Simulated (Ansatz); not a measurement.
# Site preference of As in place of Si in glassy 65SiO2-10Al2O3-25Li2O (mol %) (128 atoms), part 2 of 3

Aim: make As in place of Si at several sites of glassy 65SiO2-10Al2O3-25Li2O (mol %) (128 atoms), relax each, and compare their energies.

Ansatz 0.2.0; Kohn-Sham DFT, PBE, PAW (set soft_2), plane waves.

The cell: 26 Si, 8 Al, 20 Li and 74 O. The quench rate of 100 K/ps far exceeds what a furnace or splat quench reaches. The network of bonds at the start is that of the classical potential that made the cell. The Brillouin zone is sampled at Γ only, in a cell whose shortest periodic width is 12 Å.

So far. Step 2 (Single point at the start): The r.m.s. force at the start is 1.3 eV/Å. Step 3 (Relaxation): The relaxation converged after 40 steps, 11.1 eV below its start, with a largest force component of 0.022 eV/Å.

## Step 4: Single point at the relaxed geometry

The electronic structure is read at the final geometry, in a run of its own.

Contents of input.yaml:

```yaml
crystal:
  lattice:
    - [11.51499, 0.0, 0.0]
    - [0.0, 11.51499, 0.0]
    - [0.0, 0.0, 11.51499]
  atoms:
    - { symbol: Si, position: [0.14227, 0.97448, 0.37761] }
    - { symbol: Si, position: [0.80953, 0.65103, 0.40513] }
    - { symbol: Si, position: [0.90249, 0.69474, 0.71944] }
    - { symbol: Si, position: [0.3735, 0.78998, 0.71644] }
    - { symbol: Si, position: [0.7948, 0.13823, 0.09168] }
    - { symbol: Si, position: [0.52858, 0.43305, 0.15879] }
    [... 116 atom lines left out ...]
    - { symbol: O, position: [0.84902, 0.35464, 0.59276] }
    - { symbol: O, position: [0.77287, 0.7325, 0.68637] }
    - { symbol: O, position: [0.44733, 0.48201, 0.26809] }
    - { symbol: O, position: [0.94503, 0.71119, 0.85119] }
    - { symbol: O, position: [0.34825, 0.24366, 0.2523] }
    - { symbol: O, position: [0.44311, 0.33392, 0.46546] }
kpoints:
  mp_grid: { grid: [1, 1, 1] }
hamiltonian:
  xc: pbe
scf:
  occupations: { method: fermi_dirac, width: 0.05 }
output:
  forces: true
  stress: true
  populations: true
  dos:
    method: { smearing: { sigma: 0.08 } }
    de: 0.1
    projected: { site_lists: { Al: [Al], Li: [Li], O: [O], Si: [Si] } }
  eigenvalues: true
  write_density: true
  write_potential: true
  volumetric_format: npy
  elf: true
```

On the command line:

```sh
$ ansatz run input.yaml --threads 4 --pin off --max-ram 8192MiB --backend cpu --events-out ev --progress --plain --runs-dir out
```

Output:

```text
[...]
Crystal: 128 atoms, lattice volume = 1526.830 Å³
Basis set: ecut = 420 eV, 29855 PW (Γ), exchange–correlation on 160×160×160 points (8 copies of the dense FFT grid, shifted against one another)
Bands: 444, of which v1, the nominal top of the filled ones, is band 316 counted from 1 (315 counted from 0)
Symmetry: 1 space group operations
[...]
k-points: 1
[...]
SCF iter   1: F=—  HF=-67066.055144 eV  |F-HF|=—  |Δ(HF+E_count)|=         —  Δρ=1.85e-3  dr2=7.74e-2  ethr=1.77e-3  ⟨swp⟩=5.0  Hψ=1919  notcnv=0  defer=114
[...]
SCF iter   9: F=-67066.060620 eV  HF=-67066.060620 eV  |F-HF|=1.36e-8  |Δ(HF+E_count)|=   5.68e-8  Δρ=1.46e-6  dr2=3.20e-8  ethr=1.58e-11  ⟨swp⟩=19.0  Hψ=4026  notcnv=0
SCF 1 converged in 9 iterations: F = -67066.060620 eV  dr2 = 3.20e-8
[...]
SCF converged after 9 iterations
Free energy (F): -67066.060620 eV
[...]
Internal energy: -67066.060620 eV  (E = F + TS)
E sigma→0 (E₀):  -67066.060620 eV
Fermi energy:    5.594037 eV
[...]
--- Forces (eV/Å), atoms counted from 1 ---
  atom   1  Si    -0.00114439    -0.00773602    -0.00089169
  atom   2  Si     0.00303440    -0.00495056     0.01131797
  atom   3  Si     0.00942266    -0.00474940    -0.00006674
  atom   4  Si    -0.00984692    -0.00353213     0.00040362
  atom   5  Si    -0.00522887     0.00161429     0.00478043
  atom   6  Si    -0.00447303    -0.00272783     0.00167233
  atom   7  Si     0.00268662    -0.00284620    -0.01771397
  atom   8  Si     0.00041674    -0.00346697     0.00274433
  atom   9  Si     0.00059589     0.00274632    -0.00678051
  atom  10  Si    -0.00002069     0.00371446    -0.00640318
  atom  11  Si    -0.00149848     0.00717699     0.00323969
  atom  12  Si    -0.00202099     0.00686208     0.00575309
  atom  13  Si    -0.00078405     0.00656859    -0.00215956
  atom  14  Si     0.00600750    -0.00538523     0.00302649
[...]
atom 127  O      0.00412278     0.00654764    -0.00137513
  atom 128  O     -0.00434939    -0.00187638    -0.01005718
  max |Σ_I F_I| component: 7.60e-5 eV/Å
--- Stress (GPa, compression-positive) ---
        0.915290       1.034130      -0.737703
        1.034128       3.189845       0.663239
       -0.737704       0.663246       1.659532
  P = ⅓ Tr σ = 1.9216 GPa (19.216 kbar)
--- Band table (eV) ---
[...]
--- Löwdin populations: 128 sites ---
  site symbol       q [e]
     0     Si      2.3173
     1     Si      2.2612
     2     Si      2.4036
[...]
127      O      6.8476
  spilling = 0.011974 (of n_electrons = 632.000000)
```

The job ended after 25 s (4 threads of Arm Neoverse V2, shared host; peak memory 2.1 GiB; 97 s of CPU time).

The run gave:

- free energy: -67066.0606 eV
- free energy per atom: -523.9536 eV/atom
- SCF cycles: 9
- pressure: 1.922 GPa
- r.m.s. force component: 0.0053 eV/Å
- longest force: 0.02497 eV/Å
- Fermi energy: 5.594 eV
- gap (highest filled to lowest empty level): 4.033 eV
- spilling of the projection: 0.01197

## Step 5: As on a site of Si, site Si12

The site has 4 bonded neighbours (O4) at 1.65 Å on average, by cutoffs that count no bonds between two metal atoms or like ions. The change is made in the relaxed cell and the atoms are relaxed again, with spin allowed.

Contents of input.yaml:

```yaml
crystal:
  lattice:
    - [11.51499, 0.0, 0.0]
    - [0.0, 11.51499, 0.0]
    - [0.0, 0.0, 11.51499]
  atoms:
    [... atom lines 1 to 8 left out ...]
    - { symbol: Si, position: [0.61314, 0.80014, 0.33291] }
    - { symbol: Si, position: [0.8453, 0.28022, 0.47373] }
    - { symbol: Si, position: [0.44491, 0.22939, 0.5614] }
    - { symbol: As, position: [0.06946, 0.22572, 0.34878], spin: 0.6 }
    - { symbol: Si, position: [0.79964, 0.48711, 0.61685] }
    - { symbol: Si, position: [0.04816, 0.75329, 0.50576] }
    - { symbol: Si, position: [0.9199, 0.00336, 0.75349] }
    [... atom lines 16 to 128 left out ...]
magnetization:
  spin_polarized: true
kpoints:
  mp_grid: { grid: [1, 1, 1] }
hamiltonian:
  xc: pbe
scf:
  occupations: { method: fermi_dirac, width: 0.025 }
  lower_state_search: "off"
output:
  forces: true
  eigenvalues: true
relax:
  f_tol: 0.05
  max_steps: 90
```

Output:

```text
Engine: ansatz 0.2.0, aarch64-unknown-linux-gnu
Pseudopotentials: kind: paw
Pseudopotential: Si, paw, valence charge 4, recommended cutoff 420 eV (normal), Si.paw.azcp
Pseudopotential: As, paw, valence charge 15, recommended cutoff 420 eV (normal), As.paw.azcp
Pseudopotential: Al, paw, valence charge 3, recommended cutoff 420 eV (normal), Al.paw.azcp
Pseudopotential: Li, paw, valence charge 3, recommended cutoff 420 eV (normal), Li.paw.azcp
Pseudopotential: O, paw, valence charge 6, recommended cutoff 420 eV (normal), O.paw.azcp
[... 5 lines on functional and potentials left out ...]
Crystal: 128 atoms, lattice volume = 1526.830 Å³
Basis set: ecut = 420 eV, 29855 PW (Γ), exchange–correlation on 160×160×160 points (8 copies of the dense FFT grid, shifted against one another)
Bands: 451, of which v1, the nominal top of the filled ones, is band 322 counted from 1 (321 counted from 0)
Symmetry: 1 space group operations
Space group: P1 (ITA 1), of the structure as read, at distance tolerance 1.2e-4 Å
Magnetic group: BNS 1.1 (UNI 1), of the structure as read, at distance tolerance 1.2e-4 Å
k-points: 1
[... 11 lines on functional and potentials left out ...]
Initial density: superposition of atomic densities (chi_scale 0.1, normalization cell, long waves kept (reshape's long-wave potential 0.81 eV rms))
Starting moments: Σ|m| = 3 μB on 5 of 128 sites
Initial wavefunctions: pseudopotential atomic-orbital guess
Functional: x = pbe(κ = 0.804, μ = 0.219515), c = pbe(β = 0.066725)
SCF iter   1: F=—  HF=-71350.356487 eV  |F-HF|=—  |Δ(HF+E_count)|=         —  Δρ=6.05e-2 (↑5.74e-2 ↓6.05e-2)  dr2=2.37e2  dr2_m=1.18e0  M=1.000 μB ∫|m|=1.130 μB  β_m=0.30  ethr=3.10e-3  ⟨swp⟩=6.0  Hψ=3981  notcnv=0  defer=98
preconditioner: auto → Resta (q_TF=auto, 2.362 Å⁻¹)  ε∞=2.9  [insulator: Δε(μ)=0.483 eV  Ē_g=16.724 eV  σ=0.025 eV  W_gap=1.00  n_scr=340 (ndim 8)  ℏωp=23.0 eV  f_vac=0.023  D(μ)=0.01/eV (n_scr^D=0)  ε∞_Penn≈2.9]
spin=Collinear: Resta preconditioning applied to the charge; magnetization (m = ρ↑ − ρ↓) channel mixes plain (no charge-response kernel on spin).
SCF iter   2: F=—  HF=-71295.864631 eV  |F-HF|=—  |Δ(HF+E_count)|=    5.45e1  Δρ=2.91e-2 (↑2.66e-2 ↓2.91e-2)  dr2=6.38e1  dr2_m=6.12e-1  M=1.000 μB ∫|m|=1.131 μB  β_m=0.30  ethr=3.10e-3  ⟨swp⟩=3.0  Hψ=1941  notcnv=0  defer=249
SCF iter   3: F=—  HF=-71280.530233 eV  |F-HF|=—  |Δ(HF+E_count)|=    1.53e1  Δρ=1.67e-2 (↑1.66e-2 ↓1.67e-2)  dr2=1.19e1  dr2_m=3.98e-1  M=0.966 μB ∫|m|=1.043 μB  β_m=0.30  ethr=3.10e-3  ⟨swp⟩=4.0  Hψ=2323  notcnv=0  defer=241
SCF iter   4: F=—  HF=-71277.939056 eV  |F-HF|=—  |Δ(HF+E_count)|=    2.59e0  Δρ=5.40e-3 (↑4.91e-3 ↓5.40e-3)  dr2=8.91e-1  dr2_m=2.20e-1  M=0.925 μB ∫|m|=1.001 μB  β_m=0.30  ethr=1.86e-3  ⟨swp⟩=4.5  Hψ=1860  notcnv=0  defer=243
[...]
relax step  20: F+E_penalty+E_count = -71280.94833022 eV  Δ(F+E_penalty+E_count) = +4.110e-3 eV  max|allowed force component| = 1.703e-1 eV/Å  Δτ_max = 0.1000 Å  (8 SCF iters, dr2 threshold 6.37e-6 eV, rejected (line search))
relax step  22: F+E_penalty+E_count = -71280.96890695 eV  Δ(F+E_penalty+E_count) = -6.395e-3 eV  max|allowed force component| = 5.668e-2 eV/Å  Δτ_max = 0.0500 Å  (7 SCF iters, dr2 threshold 3.97e-6 eV, accepted)
Step cancelled. What follows is not a result of the run: it is the report of the last solve that finished, which converged after 7 SCF iterations.
Magnetization: 0.9999 μB (322.0000 up, 321.0000 down)
Absolute magnetization: 1.0861 μB (∫|ρ↑−ρ↓|, with the PAW one-centre terms)
Spin contamination: 0.0014 ħ² per cell (⟨S²⟩ above its minimum at these occupations)
Per-site moments (μB) at R_I (Å): [(0.0005945, 0.648481), (-3.891754e-7, 0.655463), (8.038532e-6, 0.658976), (4.606918e-6, 0.651680), (-1.165598e-5, 0.668067), [...]
Free energy (F): -71280.968907 eV
Harris-Foulkes:  -71280.968907 eV  (|F-HF|=2.52e-7)
Internal energy: -71280.968891 eV  (E = F + TS)
E sigma→0 (E₀):  -71280.968899 eV
Entropy (-TS):   -0.000015 eV (-0.000 meV/atom)
Fermi energy:    4.856254 eV
--- Per-component energies (eV) ---
  E_band       = -4102.958502
  E_kinetic    = 15065.876058
  E_local      = -42225.718507  (includes V_loc(G=0)·N_el)
  E_nonlocal   = 2906.499817
  E_hartree    = 15902.892000
  E_xc         = -7527.841226
  E_vxc        = -8824.327563  (∫ρ·V_xc dr)
  E_paw        = -30575.863858  (= ΣΔE_a)
  E_vpaw       = -2831.234963  (= ΣTr[D̂ρ^β])
  E_aug_tail   = 0.188254  (compensation charges beyond the density's cutoff)
  E_ewald      = -24827.001429
  E_smearing   = -0.000015  (= −TS)
  E_closure    = 0.000000  (closes the sum)
  Σ components = -71280.968907   (vs F -71280.968907, Δ=0.00e0)
--- Forces (eV/Å), atoms counted from 1 ---
  atom   1  Si     0.00944755     0.00438847     0.00233795
  atom   2  Si    -0.00220010    -0.00176580     0.01613067
  atom   3  Si    -0.01926845    -0.01070200    -0.02947499
  atom   4  Si     0.01844483    -0.00574811     0.00315969
  atom   5  Si     0.00507396     0.02251500    -0.03106023
  atom   6  Si    -0.03615458     0.00305956     0.03153261
  atom   7  Si     0.00300158     0.00943824    -0.00801690
  atom   8  Si     0.00541625    -0.01338473    -0.01159928
[...]
atom  13  Si     0.00136658     0.01072705     0.00314780
  atom  14  Si    -0.00672936     0.01446444     0.01645762
[...]
atom 127  O      0.00494009     0.00996620    -0.00634907
  atom 128  O      0.00295118    -0.01246512    -0.00083141
  max |Σ_I F_I| component: 2.30e-4 eV/Å
--- Band table (eV) ---
  k-point 0 ↑: bands = ["-40.4411", "-40.2359", "-40.1328", "-39.9100", [... 435 levels ...], "14.3933", "14.4146", "14.4788", "14.4976", "14.5353", "14.5480", "14.5942", "14.6270", "14.6522", "14.6994", "14.7437", "14.7998"]
  k-point 0 ↓: bands = ["-40.4409", "-40.2359", "-40.1328", "-39.9092", [... 435 levels ...], "14.3988", "14.4199", "14.4849", "14.5031", "14.5418", "14.5555", "14.5984", "14.6317", "14.6599", "14.7083", "14.7527", "14.8085"]
End of that report.
Error: SIGTERM received: cancelled by the caller after 22 completed ionic steps
```

The job ended after 15 min (4 threads; peak memory 3.8 GiB).

The relaxation was stopped at its limit after 22 steps, 2.84 eV below its start, with a largest force component of 0.057 eV/Å.

A closer look about the As atom, after relaxation: 12 atoms, nearest first, numbered in the order of the input, with positions taken from that point.

| atom | x | y | z | distance (Å) | bonds |
| --- | --- | --- | --- | --- | --- |
| As12 | 0.00 | 0.00 | 0.00 | 0.00 | 3 |
| O107 | -0.74 | 0.12 | -1.55 | 1.72 | 4 |
| O63 | -0.32 | -1.80 | 0.25 | 1.85 | 3 |
| O65 | -1.29 | 0.94 | 0.99 | 1.88 | 3 |
| O85 | 1.32 | 0.04 | 1.84 | 2.27 | 3 |
| O81 | 1.26 | 2.04 | 0.07 | 2.40 | 5 |
| Li43 | 0.32 | 1.80 | 1.90 | 2.63 | 4 |
| Li50 | -0.78 | -1.85 | -1.79 | 2.69 | 4 |
| Al31 | 2.52 | 0.87 | 0.73 | 2.76 | 4 |
| O127 | 2.80 | -0.13 | -0.66 | 2.88 | 4 |
| Li36 | -0.09 | 2.48 | -1.53 | 2.91 | 4 |
| Li45 | 2.08 | 1.35 | -1.74 | 3.03 | 4 |

The largest move is 0.98 Å, by Li39.

## Step 6: As on a site of Si, site Si26

The site has 4 bonded neighbours (O4) at 1.64 Å on average. 

Input and log are left out; they have the form of those shown for this kind of step.

It took 8.6 min on 4 threads of Arm Neoverse V2, shared host; peak memory 3.8 GiB.

The relaxation converged after 13 steps, 2.68 eV below its start, with a largest force component of 0.037 eV/Å.

(Part 2 of 3 ends here.)

[Long decimals in the printed logs are rounded to 6 places.]

[Logs are printed without paths, hosts, clocks, repeated set-up lines and the standing remarks that a program may print on its own settings, such as how far it seeks lower states.]

[Hosts, paths, dates, database ids (printed as entryN), source tags and the programs' standing remarks are cut or masked in the printed files.]
